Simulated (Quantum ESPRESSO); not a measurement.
## MnS: which magnetic order is lowest

Does MnS prefer parallel or opposed moments?

Method: PBE with U = 4 eV on Mn d (ortho-atomic projectors); plane waves with GBRV 1.5 PBE potentials, no spin-orbit coupling, in Quantum ESPRESSO 7.5.

The database entry behind the starting cell differs from later determinations by our own check (an axis about 0.2 % short against later determinations), so it need not match the best structure at ambient conditions.

### Step 1. The starting structure

It takes space group Fm-3m (No. 225, cubic). Conventional cell: a = 5.209 Å, b = 5.209 Å, c = 5.209 Å, α = 90.00°, β = 90.00°, γ = 90.00°. Nearest to Mn lie 6 S at 2.60 Å. Nearest to S lie 6 Mn at 2.60 Å. Farther neighbours and most contacts between anions are not listed.

Structure file:

```cif
data_structure
_symmetry_space_group_name_H-M 'Fm-3m'
_symmetry_Int_Tables_number 225
_cell_length_a 5.2090
_cell_length_b 5.2090
_cell_length_c 5.2090
_cell_angle_alpha 90.000
_cell_angle_beta 90.000
_cell_angle_gamma 90.000
_cell_volume 141.34
loop_
_atom_site_label
_atom_site_type_symbol
_atom_site_symmetry_multiplicity
_atom_site_Wyckoff_symbol
_atom_site_fract_x
_atom_site_fract_y
_atom_site_fract_z
_atom_site_occupancy
Mn1 Mn 4 a 0.00000 0.00000 0.00000 1
S1 S 4 b 0.50000 0.00000 0.00000 1
```

The cell comes from the Crystallography Open Database.

### Step 2. Start 1: ferro +

The signs are those of the starting moments on the seeded atoms, the atoms that are given a moment.

Input file pw.in:

```
&CONTROL
  calculation = 'scf'
  prefix = 'pwscf'
  outdir = './tmp'
  pseudo_dir = './pseudo'
  disk_io = 'nowf'
/
&SYSTEM
  ibrav = 0
  celldm(1) = 8
  nat = 2
  ntyp = 2
  ecutwfc = 40
  ecutrho = 280
  nbnd = 19
  occupations = 'smearing'
  smearing = 'fd'
  degauss = 0.00734986
  nspin = 2
  starting_magnetization(1) = 0.3
  starting_magnetization(2) = 0
/
&ELECTRONS
  conv_thr = 4d-09
  electron_maxstep = 150
  mixing_beta = 0.3
/
ATOMIC_SPECIES
Mn     54.9380 mn_pbe_v1.5.uspp.F.UPF
S      32.0600 s_pbe_v1.4.uspp.F.UPF
CELL_PARAMETERS alat
   0.0000000000000    0.6152239614485    0.6152239614485
   0.6152239614485    0.0000000000000    0.6152239614485
   0.6152239614485    0.6152239614485    0.0000000000000
ATOMIC_POSITIONS crystal
Mn      0.0000000000    0.0000000000    0.0000000000
S       0.5000000000    0.5000000000    0.5000000000
K_POINTS automatic
10 10 10 0 0 0
HUBBARD {ortho-atomic}
U Mn-3d 4.0000
```

Run with:

```bash
OMP_NUM_THREADS=1 mpirun -n 2 pw.x -nk 2 -in pw.in > pw.out
```

The program printed:

```text
Program PWSCF v.7.5 starts

     Message from routine setup:
     using ibrav=0 with symmetry is DISCOURAGED, use correct ibrav instead

     K-points division:     npool     =       2
     Subspace diagonalization in iterative solution of the eigenvalue problem:

     G-vector sticks info
     --------------------
     sticks:   dense  smooth     PW     G-vecs:    dense   smooth      PW
     Sum         931     535    163                18883     8099    1459

     Using Slab Decomposition

     bravais-lattice index     =            0
     lattice parameter (alat)  =       8.0000  a.u.
     unit-cell volume          =     238.4513 (a.u.)^3
     number of atoms/cell      =            2
     number of atomic types    =            2
     number of electrons       =        21.00
     number of Kohn-Sham states=           19
     kinetic-energy cutoff     =      40.0000  Ry
     charge density cutoff     =     280.0000  Ry
     scf convergence threshold =      4.0E-09
     mixing beta               =       0.3000
     number of iterations used =            8  plain     mixing
     Exchange-correlation=  SLA  PW   PBX  PBC
                           (   1   4   3   4   0   0   0)
     Hubbard projectors: ortho-atomic
     Hubbard parameters of DFT+U (Dudarev formulation) in eV:
     U(Mn-3d) =  4.0000

     Internal variables: lda_plus_u =T, lda_plus_u_kind = 0

     Internal variables: orbital_resolved =F, hub_pot_fix =F, apply_U = F

     celldm(1)=   8.000000  celldm(2)=   0.000000  celldm(3)=   0.000000
     celldm(4)=   0.000000  celldm(5)=   0.000000  celldm(6)=   0.000000

     crystal axes: (cart. coord. in units of alat)
               a(1) = (   0.000000   0.615224   0.615224 )
               a(2) = (   0.615224   0.000000   0.615224 )
               a(3) = (   0.615224   0.615224   0.000000 )

     reciprocal axes: (cart. coord. in units 2 pi/alat)
               b(1) = ( -0.812712  0.812712  0.812712 )
               b(2) = (  0.812712 -0.812712  0.812712 )
               b(3) = (  0.812712  0.812712 -0.812712 )

     PseudoPot. # 1 for Mn read from file:
     mn_pbe_v1.5.uspp.F.UPF
     Pseudo is Ultrasoft + core correction, Zval = 15.0
     Generated by new atomic code, or converted to UPF format
     Using radial grid of  859 points,  6 beta functions with:
                l(1) =   0
                l(2) =   0
                l(3) =   1
                l(4) =   1
                l(5) =   2
                l(6) =   2
     Q(r) pseudized with  8 coefficients,  rinner =    0.950   0.950   0.950
                                                       0.950   0.950

     PseudoPot. # 2 for S  read from file:
     s_pbe_v1.4.uspp.F.UPF
     Pseudo is Ultrasoft + core correction, Zval =  6.0
     Generated by new atomic code, or converted to UPF format
     Using radial grid of  907 points,  6 beta functions with:
                l(1) =   0
                l(2) =   0
                l(3) =   1
                l(4) =   1
                l(5) =   2
                l(6) =   2
     Q(r) pseudized with  8 coefficients,  rinner =    1.300   1.300   1.300
                                                       1.300   1.300

     atomic species   valence    mass     pseudopotential
     Mn               15.00    54.93800     Mn( 1.00)
     S                 6.00    32.06000     S ( 1.00)

     Starting magnetic structure
     atomic species   magnetization
     Mn              0.300
     S               0.000

     48 Sym. Ops., with inversion, found

   Cartesian axes

     site n.     atom                  positions (alat units)
         1        Mn     tau(   1) = (   0.0000000   0.0000000   0.0000000  )
         2        S      tau(   2) = (   0.6152240   0.6152240   0.6152240  )

     number of k points=    47  Fermi-Dirac smearing, width (Ry)=  0.0073
                       cart. coord. in units 2pi/alat
        k(    1) = (   0.0000000   0.0000000   0.0000000), wk =   0.0010000
        k(    2) = (   0.0812712   0.0812712  -0.0812712), wk =   0.0080000
        k(    3) = (   0.1625424   0.1625424  -0.1625424), wk =   0.0080000
        k(    4) = (   0.2438137   0.2438137  -0.2438137), wk =   0.0080000
        k(    5) = (   0.3250849   0.3250849  -0.3250849), wk =   0.0080000
        [... 42 further k-points ...]

     Dense  grid:    18883 G-vectors     FFT dimensions: (  40,  40,  40)

     Smooth grid:     8099 G-vectors     FFT dimensions: (  30,  30,  30)

     Check: negative core charge=   -0.000037
     Generating pointlists ...
     new r_m :   0.2538 (alat units)  2.0302 (a.u.) for type    1
     new r_m :   0.2538 (alat units)  2.0302 (a.u.) for type    2

     Initial potential from superposition of free atoms

     starting charge      20.4999, renormalised to      21.0000

     STARTING HUBBARD OCCUPATIONS:

     =================== HUBBARD OCCUPATIONS ===================
     ------------------------ ATOM    1 ------------------------
     Tr[ns(  1)] (up, down, total) =   5.00000  0.00000  5.00000
     Atomic magnetic moment for atom   1 =   5.00000
     [... lines left out ...]
     Number of occupied Hubbard levels =    5.0000

     Atomic wfc used for Hubbard projectors are orthogonalized

     Starting wfcs are   17 randomized atomic wfcs +    2 random wfcs

     Self-consistent Calculation

     iteration #  1     ecut=    40.00 Ry     beta= 0.30
     Davidson diagonalization with overlap
     ethr =  1.00E-02,  avg # of iterations =  6.0

     =================== HUBBARD OCCUPATIONS ===================
     ------------------------ ATOM    1 ------------------------
     Tr[ns(  1)] (up, down, total) =   4.86427  0.13782  5.00209
     Atomic magnetic moment for atom   1 =   4.72644
     [... lines left out ...]
     Number of occupied Hubbard levels =    5.0021

     total energy              =    -235.23489344 Ry
     estimated scf accuracy    <       0.48461873 Ry

     total magnetization       =     5.00 Bohr mag/cell
     absolute magnetization    =     5.00 Bohr mag/cell

     iteration #  2     ecut=    40.00 Ry     beta= 0.30
     Davidson diagonalization with overlap
     ethr =  2.31E-03,  avg # of iterations =  1.5

     total energy              =    -235.31716144 Ry
     estimated scf accuracy    <       0.02312376 Ry

     total magnetization       =     5.00 Bohr mag/cell
     absolute magnetization    =     5.00 Bohr mag/cell

     iteration #  3     ecut=    40.00 Ry     beta= 0.30
     Davidson diagonalization with overlap
     ethr =  1.10E-04,  avg # of iterations =  3.9

     negative rho (up, down):  0.000E+00 4.470E-04

     total energy              =    -235.32517099 Ry
     estimated scf accuracy    <       0.00893808 Ry

     total magnetization       =     5.00 Bohr mag/cell
     absolute magnetization    =     5.00 Bohr mag/cell

     [... further iterations left out ...]

     iteration #  7     ecut=    40.00 Ry     beta= 0.30
     Davidson diagonalization with overlap
     ethr =  2.71E-07,  avg # of iterations =  1.5

     negative rho (up, down):  0.000E+00 4.834E-04

     total energy              =    -235.32595605 Ry
     estimated scf accuracy    <       0.00001071 Ry

     total magnetization       =     5.00 Bohr mag/cell
     absolute magnetization    =     5.00 Bohr mag/cell

     iteration #  8     ecut=    40.00 Ry     beta= 0.30
     Davidson diagonalization with overlap
     ethr =  5.10E-08,  avg # of iterations =  2.0

     negative rho (up, down):  0.000E+00 4.833E-04

     total energy              =    -235.32595999 Ry
     estimated scf accuracy    <       0.00000083 Ry

     total magnetization       =     5.00 Bohr mag/cell
     absolute magnetization    =     5.00 Bohr mag/cell

     iteration #  9     ecut=    40.00 Ry     beta= 0.30
     Davidson diagonalization with overlap
     ethr =  3.97E-09,  avg # of iterations =  2.0

     negative rho (up, down):  0.000E+00 4.827E-04

     total energy              =    -235.32596013 Ry
     estimated scf accuracy    <       0.00000018 Ry

     total magnetization       =     5.00 Bohr mag/cell
     absolute magnetization    =     5.00 Bohr mag/cell

     iteration # 10     ecut=    40.00 Ry     beta= 0.30
     Davidson diagonalization with overlap
     ethr =  8.43E-10,  avg # of iterations =  2.3

     negative rho (up, down):  0.000E+00 4.825E-04

     Magnetic moment per site  (integrated on atomic sphere of radius R)
     atom   1 (R=0.254)  charge= 13.1412  magn=  4.5074
     atom   2 (R=0.254)  charge=  4.7243  magn=  0.1143

     End of self-consistent calculation

     =================== HUBBARD OCCUPATIONS ===================
     ------------------------ ATOM    1 ------------------------
     Tr[ns(  1)] (up, down, total) =   4.97207  0.26138  5.23345
     Atomic magnetic moment for atom   1 =   4.71069
     [... lines left out ...]
     Number of occupied Hubbard levels =    5.2335

     [... lines left out ...]
     the Fermi energy is    10.6668 ev

!    total energy              =    -235.32596022 Ry
     estimated scf accuracy    <          3.2E-09 Ry
     smearing contrib. (-TS)   =      -0.00002055 Ry
     internal energy E=F+TS    =    -235.32593968 Ry

     The total energy is F=E-TS. E is the sum of the following terms:
     one-electron contribution =    -132.47669757 Ry
     hartree contribution      =      73.87681322 Ry
     xc contribution           =     -35.27217995 Ry
     ewald contribution        =    -141.49328211 Ry
     Hubbard energy            =       0.03940674 Ry

     total magnetization       =     5.00 Bohr mag/cell
     absolute magnetization    =     5.00 Bohr mag/cell

     convergence has been achieved in  10 iterations

=------------------------------------------------------------------------------=
   JOB DONE.
=------------------------------------------------------------------------------=
```

It took 19 s on 2 MPI ranks of Arm Neoverse V1, shared host; peak memory 0.21 GiB.

Spin moment in the atom's sphere by atom:

| atom | spin moment in the atom's sphere (μB) |
| --- | --- |
| Mn1 | 4.51 |
| S2 | 0.11 |

Numbers from this step:

* smearing term TS: 2.80e-4 eV
* magnetization: 5 μB
* absolute magnetization: 5 μB
* final state: ferromagnetic

(Continued in part 2 of 3.)

[Logs and program files are shortened in this print: banners, set-up blocks, solver, clock and traceback lines can be left out without a mark of their own.]

[Logs are printed without paths, hosts, clocks, repeated set-up lines and the standing remarks that a program may print on its own settings, such as how far it seeks lower states.]

[Hosts, paths, dates, database ids (printed as entryN), source tags and the programs' standing remarks are cut or masked in the printed files.]

[Where a cell is said to come from a database of computed structures, the database is the Materials Project.]
